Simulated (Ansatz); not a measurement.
## Starting-point dependence of the GW gap of LiGeN (P6_3mc)

How much of the starting functional survives in the G0W0 gap of LiGeN (P6_3mc)?

Calculated with Ansatz 0.2.0; G0W0 on several functionals, plane waves, PAW.

This is a report of a sequence of runs, with most program output left out.

In doubt: masses and optical values from hybrid runs of this build are listed as unsure (step 4), which bears on the screening that GW takes from such a start.

**1. The starting structure**

It takes space group P6_3mc (No. 186, hexagonal). Conventional cell: a = 3.012 Å, b = 3.012 Å, c = 9.419 Å, α = 90.00°, β = 90.00°, γ = 120.00°. Nearest to Li lie 3 N at 2.18 Å. Ge has 3 N at 2.00 Å nearest. N has 3 Ge at 2.00 Å and 3 Li at 2.18 Å nearest. Farther neighbours and most contacts between anions are not listed.

The cell and positions are those that the Materials Project relaxed with its own functionals (PBE, PBE+U or r2SCAN), kept fixed.

**2. G0W0 on LDA**

G0W0 replaces the xc potential by the self-energy, built once from these orbitals. Only a window of levels is corrected, while the sums run over the empty bands that the input names. This step takes PAW set soft_1 files.

This step: G0W0 on LDA, plane waves, PAW; PAW set soft_1.

File input.yaml:

```yaml
crystal:
  lattice:
    - [3.0124085355, 0.0, 0.0]
    - [-1.5062042677, 2.6088223183, 0.0]
    - [0.0, 0.0, 9.419459]
  atoms:
    - { symbol: Li, position: [0.66666667, 0.33333333, 0.743392] }
    - { symbol: Li, position: [0.33333333, 0.66666667, 0.243392] }
    - { symbol: Ge, position: [0.0, 0.0, 0.498023] }
    - { symbol: Ge, position: [0.0, 0.0, 0.998023] }
    - { symbol: "N", position: [0.33333333, 0.66666667, 0.603223] }
    - { symbol: "N", position: [0.66666667, 0.33333333, 0.103223] }
kpoints:
  mp_grid: { grid: [6, 6, 2] }
hamiltonian:
  xc: lda
  pseudopotentials: { kind: paw, azcp: { folder: soft_1 }, xc_functional: pbe }
scf:
  occupations: { method: fixed }
gw:
  n_empty_bands: 586
  ecut_chi: 230.0
  qp_bands: [v2, c2]
  qp_kpoints: band_edges
  screening: { model: contour_deformation }
```

Started as:

```console
> ansatz run input.yaml --threads 3 --pin off --max-ram 92160MiB --backend cuda --events-out ev --progress --plain --runs-dir out --devices 1 --max-vram 13GiB
```

Wall time 53 s (1 × NVIDIA H100 80GB HBM3 (shared by 6 runs) with 3 threads of AMD EPYC 7R13 (Zen 3), shared host); peak memory 2 GiB.

Numbers from this step:

```yaml
bands_summed: 608
rpa_eps_infinity_on_this_mesh_eigenvalues: 5.881, 8.593, 8.593
plane_waves_in_the_screening_matrix: 599
q_points_in_the_mesh: 72
g0w0_gap_on_the_mesh: 2.212 eV
k_of_the_valence_top: 0.1667, 0.1667, 0
k_of_the_conduction_bottom: 0, -0.5, 0
starting_gap_on_the_mesh: 1.440 eV
z_at_the_valence_top: 0.7403
z_at_the_conduction_bottom: 0.7734
least_direct_g0w0_gap_on_the_computed_points: 3.297 eV
```

The gap on the mesh goes from 1.44 eV to 2.21 eV, a correction of +0.77 eV. Between the two edge states, bare exchange in place of the xc potential would open the gap by 6.07 eV, and correlation takes back 5.30 eV.

**3. G0W0 on PBE**

One-shot GW remembers its start. Another functional's orbitals and levels show by how much.

This step: G0W0 on PBE, plane waves, PAW; PAW set soft_1.

input.yaml, as its differences from that of step 2:

```diff
@@ -15,4 +15,4 @@
 hamiltonian:
-  xc: lda
-  pseudopotentials: { kind: paw, azcp: { folder: soft_1 }, xc_functional: pbe }
+  xc: pbe
+  pseudopotentials: { kind: paw, azcp: { folder: soft_1 } }
 scf:
```

Run time: 34 s. Hardware: 1 × NVIDIA H100 80GB HBM3 (shared by 6 runs) with 3 threads; peak memory 2 GiB; 59 s of CPU time.

Numbers from this step:

| Quantity | Value |
| --- | --- |
| bands summed | 608 |
| RPA ε∞ on this mesh (eigenvalues) | 5.776, 8.505, 8.505 |
| plane waves in the screening matrix | 599 |
| q-points in the mesh | 72 |
| G0W0 gap on the mesh | 2.185 eV |
| k of the valence top | 0.1667, 0.1667, 0 |
| k of the conduction bottom | 0, -0.5, 0 |
| starting gap on the mesh | 1.467 eV |
| Z at the valence top | 0.7406 |
| Z at the conduction bottom | 0.7739 |
| least direct G0W0 gap on the computed points | 3.301 eV |

Against the run with 6×6×2 mesh, 586 empty bands, screening to 230 eV, PAW set soft_1 files on LDA, the gap moves by −0.03 eV, while the start moved by +0.03 eV.

**4. G0W0 on HSE06**

This step: G0W0 on HSE06, plane waves, PAW; PAW set soft_1.

input.yaml, as its differences from that of step 3:

```diff
@@ -15,3 +15,3 @@
 hamiltonian:
-  xc: pbe
+  xc: hse06
   pseudopotentials: { kind: paw, azcp: { folder: soft_1 } }
```

It took 68 s on 1 × NVIDIA H100 80GB HBM3 (shared by 6 runs) with 3 threads; peak memory 2.5 GiB; 89 s of CPU time.

Numbers from this step:

```yaml
bands_summed: 608
rpa_eps_infinity_on_this_mesh_eigenvalues: 4.616, 6.633, 6.633
plane_waves_in_the_screening_matrix: 599
g0w0_gap_on_the_mesh: 2.582 eV
k_of_the_valence_top: 0.1667, 0.1667, 0
k_of_the_conduction_bottom: 0, -0.5, 0
starting_gap_on_the_mesh: 2.232 eV
least_direct_g0w0_gap_on_the_computed_points: 3.691 eV
```

Against the run with 6×6×2 mesh, 586 empty bands, screening to 230 eV, PAW set soft_1 files on PBE, the gap moves by +0.40 eV, while the start moved by +0.77 eV.

**5. The starts together**

All on the 6×6×2 mesh with 586 empty bands and screening to 230 eV. Times are wall times on 1 × NVIDIA H100 80GB HBM3 (shared by 6 runs) with 3 threads of AMD EPYC 7R13 (Zen 3), shared host, good to a factor of about two.

```tsv
start	starting gap (eV)	shift (eV)	G0W0 gap (eV)	RPA ε∞ (harmonic mean)	Z (valence, conduction)	time
LDA	1.44	+0.77	2.21	7.45	0.74, 0.77	53 s
PBE	1.47	+0.72	2.19	7.35	0.74, 0.77	34 s
HSE06	2.23	+0.35	2.58	5.79	0.77, 0.80	68 s
```

How the two edges are built up, in eV (the quasiparticle level is the starting level plus Σx plus Σc less Vxc):

```tsv
run	edge	start	Σx	Σc	Vxc	Z	QP
LDA	valence top	7.28	-18.32	1.87	-15.96	0.74	6.79
LDA	conduction bottom	8.72	-9.69	-3.43	-13.40	0.77	9.00
PBE	valence top	7.58	-18.33	1.95	-15.73	0.74	6.93
PBE	conduction bottom	9.04	-9.63	-3.34	-13.04	0.77	9.11
HSE06	valence top	6.97	-18.21	1.78	-16.11	0.77	6.66
HSE06	conduction bottom	9.20	-9.01	-3.35	-12.39	0.80	9.24
```

For a hybrid start, Vxc holds its share of exact exchange.

**6. Summary of results**

| Item | Value |
| --- | --- |
| G0W0@LDA | 2.21 eV (start 1.44 eV) |
| G0W0@PBE | 2.19 eV (start 1.47 eV) |
| G0W0@HSE06 | 2.58 eV (start 2.23 eV) |
| known limits | not at the basis limit; no spin-orbit coupling |

The starting gaps span 0.79 eV and the G0W0 gaps 0.40 eV. Between LDA and HSE06, 0.37 eV of the 0.79 eV survives, 47 %. HSE06 screens less than LDA (ε∞ 5.79 against 7.45). Of the 0.37 eV by which its G0W0 gap is higher, the correlation part gives +0.16 eV, and exchange with the one-particle terms, which follow the orbitals, +0.21 eV. The smallest correction, +0.35 eV, is on HSE06, the start nearest to reproducing itself. Bands and cutoff are finite, so the gap is not at the basis limit. The miss can reach some tenths of an eV and take either sign; the mesh is an error of its own. The many-body steps are scalar-relativistic: spin-orbit coupling is not in them.

[Paths, hosts, dates, memory and timing lines, banners, echoed tables and standing remarks are left out of the program output.]

[Logs are printed without paths, hosts, clocks, repeated set-up lines and the standing remarks that a program may print on its own settings, such as how far it seeks lower states.]

[Runs of the session that timed out or met a known fault of the program may be left out.]

[Cells called generated may have been cut or substituted from an entry of the Crystallography Open Database or the Materials Project.]

[Hosts, paths, dates, database ids (printed as entryN), source tags and the programs' standing remarks are cut or masked in the printed files.]
